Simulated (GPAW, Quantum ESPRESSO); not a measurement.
# Cu K ELNES/XANES of ZnCu (Pm-3m) from DFT, part 4 of 4

Do two independent programs agree on the Cu K edge of ZnCu (Pm-3m)? The same cell and functional are run with XSpectra and with GPAW.

Quantum ESPRESSO 7.5 and GPAW 26.7.0; core-hole supercells, plane-wave PAW LDA.

So far. Step 8 (Ground state of the crystal (GPAW)): The mesh shows no gap, so the system is treated as a metal and the core electron is put at the Fermi level (neutral cell). Step 9 (Spectrum without a core hole, Cu atom 2 (GPAW)): Main maxima below 30 eV (height): 7.8 eV (0.99) and 15.8 eV (1.75). 

## (11) Spectrum with XCH, Cu atom 2 (GPAW)

Level of this step: X-ray absorption from dipole matrix elements to empty bands, plane-wave PAW LDA (GPAW).

The holes are 6.6 Å apart. The excited electron is kept in the cell, where it fills the lowest empty states and screens the hole. After the field has converged, empty bands are computed with the density fixed and the dipole matrix elements are summed.

Input file xas.py:

```python
import numpy as np
from ase import Atoms
from ase.parallel import parprint, paropen
from gpaw import GPAW, PW, FermiDirac, Mixer, MixerDif, setup_paths
from gpaw.test import gen
setup_paths.insert(0, '.')
gen('Cu', name='fch1s', xcname='LDA', corehole=(1, 0, 1), write_xml=True)
from gpaw.mpi import world
world.barrier()

atoms = Atoms('Zn9Cu9',
    cell=[[2.945, 0, 5.89],
     [-5.89, 2.945, 0],
     [0, -5.89, 2.945]],
    scaled_positions=[[0.38888889, 0.94444444, 0.72222222],
     [0.83333333, 0.16666667, 0.83333333],
     [0.72222222, 0.61111111, 0.05555556],
     [0.61111111, 0.05555556, 0.27777778],
     [0.27777778, 0.38888889, 0.94444444],
     [0.5, 0.5, 0.5],
     [0.16666667, 0.83333333, 0.16666667],
     [0.05555556, 0.27777778, 0.38888889],
     [0.94444444, 0.72222222, 0.61111111],
     [0, 0, 0],
     [0.44444444, 0.22222222, 0.11111111],
     [0.33333333, 0.66666667, 0.33333333],
     [0.22222222, 0.11111111, 0.55555556],
     [0.88888889, 0.44444444, 0.22222222],
     [0.11111111, 0.55555556, 0.77777778],
     [0.77777778, 0.88888889, 0.44444444],
     [0.66666667, 0.33333333, 0.66666667],
     [0.55555556, 0.77777778, 0.88888889]],
    pbc=True)
atoms.calc = calc = GPAW(legacy_gpaw=True, mode=PW(500, force_complex_dtype=True), xc='LDA', setups={9: 'fch1s'},
    kpts={'size': (4, 4, 4), 'gamma': True}, occupations=FermiDirac(0.1),
    charge=-1, mixer=Mixer(0.1, 5, 50), maxiter=150,
    convergence={'density': 0.0001, 'eigenstates': 1e-6}, txt='scf.txt')
energy = atoms.get_potential_energy() + calc.get_reference_energy()
ef = calc.get_fermi_level()
out = dict(energy=energy, fermi=ef, forces=atoms.get_forces().tolist())
parprint(f'all-electron energy {energy:.4f} eV, Fermi level {ef:.4f} eV')
ev = np.array([[calc.get_eigenvalues(k, s) for k in range(len(calc.get_ibz_k_points()))] for s in range(calc.get_number_of_spins())])
out['homo'], out['lumo'], out['counts'] = ev[ev < ef].max(), ev[ev > ef].min(), sorted(set((ev < ef).sum((0, 2)).tolist()))
out['filled'] = (ev[:, 0] < ef).sum(1).tolist()

from ase.units import Ha
from gpaw.xas import dipole_matrix_elements
nb = int(calc.get_number_of_electrons() / 2) + 139
top, nb = nb, nb + 8 + nb // 12
nscf = calc.fixed_density(kpts={'size': (5, 5, 5), 'gamma': True}, nbands=nb,
    convergence={'bands': top, 'eigenstates': 5e-3}, maxiter=60, txt='nscf.txt')
cell = atoms.cell.array
ops = [cell.T @ U.T @ np.linalg.inv(cell.T) for U in nscf.wfs.kd.symmetry.op_scc]
E = np.arange(-6, 34, 0.1)
fwhm = np.interp(E, [4, 25], [1.55, 3.5])
Y, X, zero, highest = 0, 0, 1e9, 1e9
for spin in range(nscf.get_number_of_spins()):
    wfs = nscf.wfs
    mine = wfs.bd.get_slice()  # this rank's bands
    A = dipole_matrix_elements(wfs.setups[9])
    eps = np.zeros((wfs.kd.nibzkpts, nb))
    d = np.zeros((3, A.shape[1], wfs.kd.nibzkpts, nb), complex)
    for kpt in wfs.kpt_u:
        if kpt.s == spin and 9 in kpt.P_ani:
            eps[kpt.k, mine] = kpt.eps_n * Ha
            d[:, :, kpt.k, mine] = (kpt.weight * wfs.nspins / 2) ** 0.5 * np.inner(A, kpt.P_ani[9])
    world.sum(eps)
    world.sum(d)
    T = np.einsum('amkn,bmkn->abkn', d, d.conj()).real
    T = sum(np.einsum('ai,ijkn,bj->abkn', R, T, R) for R in ops) / len(ops)
    empty = eps > ef
    zero, highest = min(zero, eps[empty].min()), min(highest, eps[:, top - 1].min())
    lines = [(eps, T, empty)] if spin == 0 else lines + [(eps, T, empty)]
for eps, T, empty in lines:
    f = np.einsum('aakn->akn', T).reshape(3, -1)
    x = eps.ravel() - zero
    w = np.interp(x, E, fwhm) / 2.35482
    g = np.exp(-0.5 * ((E[:, None] - x) / w) ** 2) / (w * (2 * np.pi) ** 0.5)
    Y = Y + (f * empty.ravel()) @ g.T
    X = X + (f * ~empty.ravel()) @ g.T
out.update(E=E.round(2).tolist(), xas=Y.tolist(), xes=X.tolist(), zero=zero, valid=highest - zero, nk=len(eps), nb=nb)
for i in range(0, len(E), 10):
    parprint(f'{E[i]:7.2f}', *(f'{v:10.3e}' for v in Y[:, i]))
import json
with paropen('out.json', 'w') as f:
    json.dump(out, f)
```

Launch:

```sh
> OMP_NUM_THREADS=1 mpirun -n 4 gpaw python xas.py
```

Numbers of over 12 decimals in the logs are rounded to 6 here.

Output:

```text
Input parameters:
  charge: -1
  convergence: {density: 0.0001,
                eigenstates: 1e-06}
  kpts: {gamma: True,
         size: (4, 4, 4)}
  maxiter: 150
  mixer: {backend: pulay,
          beta: 0.1,
          method: separate,
          nmaxold: 5,
          weight: 50}
  mode: {ecut: 500.0,
         force_complex_dtype: True,
         name: pw}
  occupations: {fixmagmom: False,
                name: fermi-dirac,
                width: 0.1}
  setups: {9: fch1s}

Initialize ...

[... PAW data sets ...]

Reference energy: -834652.092016  # eV

Spin-paired calculation

[... convergence settings ...]
Symmetries present (total): 6
  [... symmetry matrices ...]

64 k-points: 4 x 4 x 4 Monkhorst-Pack grid + [1/8,1/8,1/8]
14 k-points in the irreducible part of the Brillouin zone
       k-points in crystal coordinates                weights
   0:     0.00000000    0.00000000    0.00000000          1/64
   1:     0.25000000   -0.25000000    0.25000000          2/64
   2:     0.25000000    0.00000000    0.00000000          6/64
   3:     0.25000000    0.00000000    0.25000000          6/64
   4:     0.25000000    0.25000000    0.00000000          6/64
   5:     0.25000000    0.25000000    0.25000000          6/64
   6:     0.50000000    0.00000000    0.00000000          3/64
   7:     0.50000000    0.00000000    0.25000000          6/64
   8:     0.50000000    0.25000000   -0.25000000          6/64
   9:     0.50000000    0.25000000    0.00000000          6/64
          ...
  13:     0.50000000    0.50000000    0.50000000          1/64

Wave functions: Plane wave expansion
  Cutoff energy: 500.000 eV
  Number of coefficients (min, max): 5791, 5880
  Pulay-stress correction: 0.000000 eV/Ang^3 (de/decut=0.000000)
  Using FFTW library
  Wavefunction extrapolation:
    Improved wavefunction reuse through dual PAW basis

Occupation numbers: Fermi-Dirac:
  width: 0.1000  # eV

Eigensolver
   Davidson(niter=2)

Densities:
  Coarse grid: 35*35*35 grid
  Fine grid: 70*70*70 grid
  Total Charge: 0.000000

Density mixing:
  Method: separate
  Backend: pulay
  Linear mixing parameter: 0.1
  old densities: 5
  Width of damping distribution: 1.1
  Damping of long wavelength oscillations: 50

[... Hamiltonian set-up ...]
Number of atoms: 18
Number of atomic orbitals: 162
Number of bands in calculation: 129
Number of valence electrons: 208
Bands to converge: occupied

... initialized

Initializing position-dependent things.

Density initialized from atomic densities
Creating initial wave functions:
  129 bands from LCAO basis set

                Zn
             Cu     Cu
                  Zn Zn
            Cu     Cu
         Zn     Zn     Zn
             Cu     Cu
           Zn Zn
            Cu     Cu
                Zn
                    Cu

Atomic positions and initial magnetic moments

Positions:
   0 Zn    -4.417500   -1.472500    4.417500    ( 0.0000,  0.0000,  0.0000)
   1 Zn     1.472500   -4.417500    7.362500    ( 0.0000,  0.0000,  0.0000)
   2 Zn    -1.472500    1.472500    4.417500    ( 0.0000,  0.0000,  0.0000)
   3 Zn     1.472500   -1.472500    4.417500    ( 0.0000,  0.0000,  0.0000)
   4 Zn    -1.472500   -4.417500    4.417500    ( 0.0000,  0.0000,  0.0000)
   5 Zn    -1.472500   -1.472500    4.417500    ( 0.0000,  0.0000,  0.0000)
   6 Zn    -4.417500    1.472500    1.472500    ( 0.0000,  0.0000,  0.0000)
[...]
15 Cu    -2.945000    0.000000    5.890000    ( 0.0000,  0.0000,  0.0000)
  16 Cu     0.000000   -2.945000    5.890000    ( 0.0000,  0.0000,  0.0000)
  17 Cu    -2.945000   -2.945000    5.890000    ( 0.0000,  0.0000,  0.0000)

Unit cell:
           periodic     x           y           z      points  spacing
  1. axis:    yes    2.945000    0.000000    5.890000    35     0.1653
  2. axis:    yes   -5.890000    2.945000    0.000000    35     0.1653
  3. axis:    yes    0.000000   -5.890000    2.945000    35     0.1653

  Lengths:   6.585220   6.585220   6.585220
  Angles:  113.578178  66.421822 113.578178

Effective grid spacing dv^(1/3) = 0.1750

iter:   1   -83.358393
iter:   2   -72.351443   -0.35  -1.26
iter:   3   -69.176121   -1.06  -1.42
iter:   4   -68.545354   -1.34  -1.63
iter:   5   -68.975355   -1.81  -1.91
iter:   6   -68.346913   -2.01  -2.18
iter:   7   -68.326722   -3.03  -2.87
iter:   8   -68.322654c  -3.64  -3.04
iter:   9   -68.321826c  -4.25  -3.22
iter:  10   -68.321636c  -3.85  -3.40
iter:  11   -68.321740c  -4.92  -3.76
iter:  12   -68.320386c  -4.42  -3.79
iter:  13   -68.320282c  -4.92  -3.80
iter:  14   -68.320164c  -5.26  -3.89
iter:  15   -68.320165c  -5.52  -4.05c
iter:  16   -68.320120c  -6.34c -4.38c

Converged after 16 iterations.

Dipole moment: (-0.000000, 0.000000, -0.000000) |e|*Ang

Energy contributions relative to reference atoms: (reference = -834652.092016)

Kinetic:       -121.291960
Potential:     +113.181305
External:        +0.000000
XC:             -59.998835
Entropy (-ST):   -0.129786
Local:           -0.145737
SIC:             +0.000000
--------------------------
Free energy:    -68.385013
Extrapolated:   -68.320120

Showing only first 2 kpts
 Kpt  Band  Eigenvalues  Occupancy
  0   102      5.93173    2.00000
  0   103      5.94555    2.00000
  0   104      5.94555    2.00000
  0   105     10.10018    0.00000

  1   102      7.13939    1.98425
  1   103      7.13939    1.98425
  1   104      8.08977    0.01861
[...]
Fermi level: 7.62298

No gap
No difference between direct/indirect transitions

Forces in eV/Ang:
  0 Zn    0.17108    0.17760    0.16128
  1 Zn   -0.17322    0.17322   -0.17322
  2 Zn    0.16128   -0.17108   -0.17760
  3 Zn   -0.17108   -0.17760   -0.16128
  4 Zn   -0.16128    0.17108    0.17760
  5 Zn    0.00000    0.00000    0.00000
  6 Zn    0.17322   -0.17322    0.17322
[...]
15 Cu    0.01184   -0.05420    0.01132
 16 Cu    0.00081   -0.00081    0.00081
 17 Cu   -0.01132    0.01184   -0.05420
Scalar-relativistic atomic LDA calculation for Cu (Copper, Z=29)
Core hole in 1s state (1s occupation: 1.0)
600 radial gridpoints.
|------------------------------------------------|
|------------------------------------------------|
[... the atom generator's iteration count ...]

Energy contributions:
-------------------------
Kinetic:    +1336.692400
XC:           -57.131451
Potential:  -2600.779951
-------------------------
Total:      -1321.219003

state      eigenvalue         ekin         rmax
-----------------------------------------------
1s^1.0 :  -337.058981   426.036309        0.034
2s^2.0 :   -41.859242    83.018235        0.193
2p^6.0 :   -37.118937    82.366106        0.153
3s^2.0 :    -4.941495    18.413630        0.596
3p^6.0 :    -3.402187    16.582998        0.594
3d^10.0:    -0.747943    11.230631        0.562
4s^1.0 :    -0.517664     1.791433        2.006
4p^0.0 :    -0.294182     1.077284        2.520
-----------------------------------------------
(units: Bohr and Hartree)

Generating PAW setup
Kinetic energy of the core from tauc = 1233.538363
Cutoffs:
rc(s)=2.200
rc(p)=2.200
rc(d)=2.000
rc(vbar)=1.800
rc(comp)=2.000
rc(nct)=2.200

Kinetic energy of the core states: 1222.594660
Charge: 1.0
Core electrons: 17.0
Valence electrons: 11.0
Pseudo-core charge: 0.267927
Shape function alpha=2.500
Pseudo-electron charge 3.306954
state    eigenvalue         norm
--------------------------------
4s(1) :    -0.517664     1.110086
*s    :     0.482336
4p(0) :    -0.294182     1.012069
*p    :     0.705818
3d(10):    -0.747943     0.192894
*d    :     0.252057
--------------------------------

Diagonalizing with gridspacing h=0.050

state   all-electron     PAW
-------------------------------
4s:      -0.517664    -0.517809
4p:      -0.294182    -0.294289
3d:      -0.747943    -0.748405
*f:                   -0.018700
-------------------------------
all-electron energy -834720.4121 eV, Fermi level 7.6230 eV
[...]
31.00  1.870e-07  1.870e-07  1.870e-07
  32.00  1.938e-07  1.938e-07  1.938e-07
  33.00  1.922e-07  1.922e-07  1.922e-07
```

Run time: 4.8 min. Hardware: 4 MPI ranks of Arm Neoverse V2, shared host; peak memory 0.72 GiB; 19 min of CPU time.

The Cu K spectrum, Cu atom 2, excited-electron core hole (neutral cell) (energy from the lowest empty level; intensity scaled to a mean of 1 over the first 20 eV):

```csv
E (eV),intensity
-2.0,0.00
-1.4,0.01
-0.8,0.06
-0.2,0.20
0.4,0.35
1.0,0.41
1.6,0.40
2.2,0.44
2.8,0.57
3.4,0.70
4.0,0.75
4.6,0.80
5.2,0.92
5.8,1.02
6.4,1.01
7.0,0.97
7.6,1.01
8.2,1.06
8.8,1.06
9.4,1.02
10.0,1.01
10.6,1.06
11.2,1.13
11.8,1.19
12.4,1.26
13.0,1.34
13.6,1.45
14.2,1.55
14.8,1.62
15.4,1.60
16.0,1.49
16.6,1.32
17.2,1.14
17.8,0.98
18.4,0.86
19.0,0.78
19.6,0.73
20.2,0.72
20.8,0.74
21.4,0.78
22.0,0.83
22.6,0.88
23.2,0.93
23.8,0.96
24.4,0.97
25.0,0.97
25.6,0.97
26.2,0.96
26.8,0.95
27.4,0.95
28.0,0.95
28.6,0.97
29.2,1.00
29.8,1.03
30.4,1.06
31.0,1.10
31.6,1.13
```

Main maxima below 30 eV (height): 6.0 eV (1.03), 8.4 eV (1.07), 15.0 eV (1.62) and 24.8 eV (0.97). 

The total-energy difference is 8991.75 eV. With the free-atom term of -29.79 eV for this edge, the photon energy is 8961.96 eV.

## (12) The two programs side by side

The line shapes differ (Lorentzian half width 0.78 eV up to 4 eV, rising linearly to 1.75 eV at 25 eV (not a setting of the program: the run's 0.4 eV curve was folded afterwards with a further Lorentzian), against Gaussian full width 1.55 eV up to 4 eV, rising linearly to 3.5 eV at 25 eV), so both get a further Gaussian of 1.5 eV full width before they are compared; the Lorentzian tails remain.

```
E (eV)  XSpectra  GPAW
 -2.00      0.10  0.01
 -1.25      0.14  0.05
 -0.50      0.21  0.15
  0.25      0.31  0.28
  1.00      0.39  0.38
  1.75      0.46  0.43
  2.50      0.55  0.52
  3.25      0.65  0.65
  4.00      0.74  0.75
  4.75      0.82  0.84
  5.50      0.91  0.95
  6.25      0.97  0.99
  7.00      0.99  1.00
  7.75      0.99  1.02
  8.50      1.03  1.04
  9.25      1.08  1.04
 10.00      1.11  1.04
 10.75      1.12  1.08
 11.50      1.16  1.16
 12.25      1.24  1.25
 13.00      1.35  1.35
 13.75      1.43  1.47
 14.50      1.45  1.56
 15.25      1.42  1.57
 16.00      1.37  1.46
 16.75      1.27  1.27
 17.50      1.16  1.07
 18.25      1.04  0.91
 19.00      0.96  0.80
 19.75      0.92  0.75
 20.50      0.91  0.74
 21.25      0.93  0.78
 22.00      0.97  0.83
 22.75      1.01  0.89
 23.50      1.04  0.94
 24.25      1.06  0.96
 25.00      1.06  0.97
 25.75      1.06  0.96
 26.50      1.07  0.96
 27.25      1.10  0.95
 28.00      1.12  0.96
 28.75      1.13  0.98
 29.50      1.14  1.02
 30.25      1.16  1.05
 31.00      1.20  1.09
```

|  | XSpectra | GPAW |
| --- | --- | --- |
| k mesh of the spectrum | 4×4×4 | 5×5×5 |
| cutoff (eV) | 830 | 500 |
| highest intensity below 24 eV after the common broadening, eV (height) | 14.4 (1.45) | 15.0 (1.58) |
| zero, corrected photon energy (eV) | 8966.2 | 8962.0 |
| core time, hole field and spectrum | 63 min | 19 min |

## (13) What the core hole does

XSpectra's curves. Both curves are counted from their own zero, so only the shift of weight within the empty states shows.

| E (eV) | no hole | XCH |
| --- | --- | --- |
| -2.0 | 0.08 | 0.09 |
| -1.0 | 0.12 | 0.14 |
| 0.0 | 0.22 | 0.28 |
| 1.0 | 0.37 | 0.39 |
| 2.0 | 0.41 | 0.47 |
| 3.0 | 0.50 | 0.63 |
| 4.0 | 0.65 | 0.74 |
| 5.0 | 0.74 | 0.84 |
| 6.0 | 0.84 | 0.98 |
| 7.0 | 0.90 | 0.99 |
| 8.0 | 0.96 | 0.98 |
| 9.0 | 0.99 | 1.07 |
| 10.0 | 1.03 | 1.12 |
| 11.0 | 1.06 | 1.12 |
| 12.0 | 1.19 | 1.20 |
| 13.0 | 1.25 | 1.36 |
| 14.0 | 1.40 | 1.46 |
| 15.0 | 1.62 | 1.45 |
| 16.0 | 1.59 | 1.38 |
| 17.0 | 1.43 | 1.24 |
| 18.0 | 1.29 | 1.07 |
| 19.0 | 1.16 | 0.94 |
| 20.0 | 1.08 | 0.90 |
| 21.0 | 1.02 | 0.91 |
| 22.0 | 1.02 | 0.97 |
| 23.0 | 1.06 | 1.03 |
| 24.0 | 1.15 | 1.06 |
| 25.0 | 1.19 | 1.06 |
| 26.0 | 1.18 | 1.06 |
| 27.0 | 1.16 | 1.09 |
| 28.0 | 1.16 | 1.13 |
| 29.0 | 1.22 | 1.13 |
| 30.0 | 1.28 | 1.14 |
| 31.0 | 1.32 | 1.20 |
| 32.0 | 1.36 | 1.25 |

With each curve scaled to its own mean, the area from −2 to 6 eV with the hole is 4.0 against 3.5, and the centre of weight from −1 to 20 eV moves by -0.6 eV: the hole pulls the absorber's empty states down.

## (14) Runs not followed above

These runs aren't followed: redraws of a spectrum that repeat one shown, runs with a planted fault or a state judged unsound, or a program's part that gave no sound spectrum.

| program | step | status | elapsed |
| --- | --- | --- | --- |
| Quantum ESPRESSO | no core hole, redrawn | converged | 3.7 s |
| Quantum ESPRESSO | spectrum with XCH, redrawn | converged | 1.2 s |

## (15) Summary of results

| Quantity | Value |
| --- | --- |
| absorber and edge | Cu K, atom 2 of the ground-state input (counted from 1) |
| surroundings | 8 Zn at 2.55 Å and 6 Cu at 2.94 Å (cube and octahedron, as in bcc, site symmetry m-3m) |
| highest intensity below 24 eV (XSpectra, narrow line) | 14.2 eV above the zero, height 1.46 |
| photon energy of the zero, with the added terms | 8966.2 eV (raw 8996.0 eV; LDA puts this hole about 18 eV below PBE, itself good to a few eV) |

In words: The two programs agree closely: 5 % r.m.s. remains over the first 14 eV after a relative shift of 0.0 eV, and their photon-energy zeros differ by 4.2 eV. An offset of the zeros of this size is more than meshes or line shapes can give; the atomic core treatment of the two data sets is the likely place. In XSpectra the Cu K edge of atom 2, with 8 Zn at 2.55 Å and 6 Cu at 2.94 Å (cube and octahedron, as in bcc, site symmetry m-3m), has its highest intensity of the first 24 eV at 14.2 eV above the zero, near 8980 eV in photon energy (LDA puts this hole about 18 eV below PBE, itself good to a few eV), 1.5 times the mean level of the first 20 eV (Lorentzian half width 0.78 eV up to 4 eV, rising linearly to 1.75 eV at 25 eV (not a setting of the program: the run's 0.4 eV curve was folded afterwards with a further Lorentzian)). In XSpectra: With each curve scaled to its own mean, the area from −2 to 6 eV with the hole is 4.0 against 3.5, and the centre of weight from −1 to 20 eV moves by -0.6 eV: the hole pulls the absorber's empty states down. In GPAW: With each curve scaled to its own mean, the area from −2 to 6 eV with the hole is 3.9 against 3.3, and the centre of weight from −1 to 20 eV moves by -0.6 eV: the hole pulls the absorber's empty states down. 3 further runs of this session are left out of this account as redundant. The structure is a published determination, not relaxed.

[Banner, clock and machine lines of the logs are left out without a mark of their own.]

[Logs are printed without paths, hosts, clocks, repeated set-up lines and the standing remarks that a program may print on its own settings, such as how far it seeks lower states.]

[Hosts, paths, dates, database ids (printed as entryN), source tags and the programs' standing remarks are cut or masked in the printed files.]

[Lists of maxima count a maximum above −3 eV only where it reaches 4 % of the highest in the window and stands out from its surroundings by 2 % of it (1.5 % where it reaches 55 %); shoulders and weaker maxima are passed over, and of the rest the first, up to two pre-edge ones and the few strongest are named.]
